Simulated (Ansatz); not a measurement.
# Quasi-harmonic thermodynamics of GaAs (F-43m), part 3 of 3

Wanted: α(T), C_P(T) and B(T) of GaAs in the quasi-harmonic approximation.

Measurements to reproduce:
- volume expansion coefficient 16.2 1e-6/K, heat capacity C_P per formula unit 46.8 J/mol/K and bulk modulus 74.8 GPa near room temperature (given in “High-Throughput Prediction of Finite-Temperature Properties using the Quasi-Harmonic Approximation”, 2016, arXiv:1603.06924)

Ansatz 0.2.0; DFT LDA, scalar-relativistic, plane waves, PAW.

So far, principal linear expansion coefficients at 298 K (× 1e-6/K): step 5 (phonons on strained cells, cutoff 487.2 eV, k-mesh 12×12×12) 4.78; step 6 (k-mesh 8×8×8, q-mesh 4×4×4) 6.2. Also isothermal bulk modulus at 298 K (GPa): step 5 71.0; step 6 71.4. The relaxed cell has a = 5.603 Å (conventional setting).

### 7. A new level, relaxed again

The functional, the potentials or the cutoff change, so the crystal is relaxed again at the new setting.

The input, input.yaml:

```yaml
crystal:
  lattice:
    - [0.0, 2.8015748524, 2.8015748524]
    - [2.8015748524, 0.0, 2.8015748524]
    - [2.8015748524, 2.8015748524, 0.0]
  atoms:
    - { symbol: Ga, position: [0.0, 0.0, 0.0] }
    - { symbol: As, position: [0.25, 0.25, 0.25] }
kpoints:
  mp_grid: { grid: [12, 12, 12] }
hamiltonian:
  xc: lda
scf:
  occupations: { method: fixed }
  lower_state_search: "off"
output:
  forces: true
  stress: true
  eigenvalues: true
basis:
  ecutwfc: 320.0
relax:
  adjacent_minimum: "off"
  f_tol: 0.001
  max_steps: 60
  cell: { stress_tol: 0.01 }
```

On the command line:

```bash
$ ansatz run input.yaml --threads 8 --pin off --max-ram 16384MiB --backend cpu --events-out ev --progress --plain --runs-dir out
```

It took 3 s on 8 threads of Arm Neoverse N1, shared host; peak memory 0.39 GiB; 19 s of CPU time.

Little changed from the start: no atom moved by 0.005 Å and no cell edge by 0.1 %.

Numbers from this step:

- pressure: -0.005830 GPa
- gap on the k-mesh: 0.4813 eV
- volume per atom: 21.98 Å³/atom

The residual pressure is -0.0058 GPa, small enough for phonons.

### 8. Phonons on strained cells, cutoff 320 eV, q-mesh 4×4×4

Thermal expansion follows from how the free energy of the vibrations (and of the electrons in a metal) changes with strain, so the program makes strained cells, their phonons and a fit in one run.

input.yaml, the sections that differ from step 7:

```yaml
crystal:
  lattice:
    - [0.0, 2.8013290482, 2.8013290482]
    - [2.8013290482, 0.0, 2.8013290482]
    - [2.8013290482, 2.8013290482, 0.0]
  atoms:
    - { symbol: Ga, position: [0.0, 0.0, 0.0] }
    - { symbol: As, position: [0.25, 0.25, 0.25] }
output:
  eigenvalues: true
phonons:
  method: dfpt
  qmesh: [4, 4, 4]
  temperatures: { t_max: 800.0, t_step: 50 }
  thermal_expansion: {}
# kpoints, hamiltonian, scf, basis: as in step 7
# relax: removed
```

It took 22 min on 8 threads; peak memory 3.6 GiB.

Strained cells of the study; zero-point energy where phonons were solved; the pressures are stresses at a fixed cutoff and can carry an offset from the finite basis. Expansion cells, by row:

```
cell  |a| (Å)  |b| (Å)  |c| (Å)  V (Å³/atom)  E - E_lowest (meV/atom)  pressure, compression positive (GPa)  gap (eV)  zero-point energy (meV/atom)
   1    3.962    3.962    3.962        21.98                        0                                  -2.7    0.4813                             -
   2    3.993    3.993    3.993        22.52                    2.856                                -4.314    0.3008                             -
   3     3.93     3.93     3.93        21.46                    2.943                                -0.887    0.6653                             -
   4    3.962    3.962    3.962        21.99                    0.066                                -2.717    0.4799                         33.59
   5    3.982    3.982    3.982        22.32                    1.221                                -3.749    0.3668                            33
   6    3.973    3.973    3.973        22.17                    0.221                                -3.269     0.419                         33.27
   7    3.994    3.994    3.994        22.53                    3.115                                -4.357    0.2969                         32.64
   8    3.923    3.923    3.923        21.34                    4.526                                -0.408    0.7107                             -
   9    3.942    3.942    3.942        21.66                    1.194                                -1.607    0.5948                             -
  10     4.01     4.01     4.01         22.8                    6.449                                -5.087    0.2105                             -
```

Changing the k-mesh (8×8×8 → 12×12×12) and the cutoff (487.2 → 320 eV) takes the volume expansion at 298 K from 18.6 to 19.5 × 10⁻⁶/K and B_T from 71.4 to 71.0 GPa.

### 9. Phonons on strained cells, cutoff 487.2 eV, k-mesh 12×12×12 (run 2)

input.yaml, the sections that differ from step 8:

```yaml
crystal:
  lattice:
    - [0.0, 2.8015748524, 2.8015748524]
    - [2.8015748524, 0.0, 2.8015748524]
    - [2.8015748524, 2.8015748524, 0.0]
  atoms:
    - { symbol: Ga, position: [0.0, 0.0, 0.0] }
    - { symbol: As, position: [0.25, 0.25, 0.25] }
phonons:
  method: fd
  qmesh: [4, 4, 4]
  temperatures: { t_max: 800.0, t_step: 50 }
  thermal_expansion: {}
# kpoints, hamiltonian, scf, output: as in step 8
# basis: removed
```

Run time: 60 min. Hardware: 8 threads; peak memory 3.2 GiB.

The run was cut off at its time limit.

The program's message: “cancelled by the caller after 9 completed SCF iterations”

### 10. Outcome

- settings of these figures: LDA, 487.2 eV, k 8×8×8, q 4×4×4
- volume expansion coefficient at 298 K: 18.60 1e-6/K
- C_P at 298 K: 23.28 J/mol-atom/K
- entropy at 298 K: 32.66 J/mol-atom/K
- isothermal bulk modulus at 298 K: 71.44 GPa
- Grüneisen parameter at 298 K: 0.7639
- volume at 298 K: 22.13 Å³/atom
- principal linear expansion coefficients at 298 K: 6.2, 6.2, 6.2 1e-6/K

In words: Near room temperature GaAs expands by 18.6 × 10⁻⁶/K in volume by LDA, with C_P = 23.3 J/(mol K) per mole of atoms and B_T = 71.4 GPa. C_P at room temperature is 93 % of the classical 3R an atom. A measured volume expansion coefficient near room temperature is 16.2 1e-6/K (arXiv:1603.06924); the calculated 18.6 1e-6/K differs by +15 %. A measured bulk modulus near room temperature is 74.8 GPa (arXiv:1603.06924); the calculated 71.4 GPa differs by -4 %. The table does not say whether its value is isothermal or adiabatic. A measured heat capacity per formula unit near room temperature is 46.8 J/mol/K (arXiv:1603.06924); the calculated 46.6 J/mol/K differs by -1 %. The expansion still moved strongly between the settings tried, so its convergence is not shown. Changing the q-mesh, k-mesh and cutoff moves the volume expansion at 298 K between 14.3 and 19.5 × 10⁻⁶/K, while the CPU time spans a factor of 3.0. The interpolation has no quadrupole term, so branches near the zone centre are less sure, since this crystal has sites that are not centres of inversion. The PAW files were made for PBE and are used here under another functional, for which the program regenerates the frozen cores.

[Logs are printed without paths, hosts, clocks, repeated set-up lines and the standing remarks that a program may print on its own settings, such as how far it seeks lower states.]

[Hosts, paths, dates, database ids (printed as entryN), source tags and the programs' standing remarks are cut or masked in the printed files.]

[A step with changed settings may run another functional than the one named; its input shows which.]
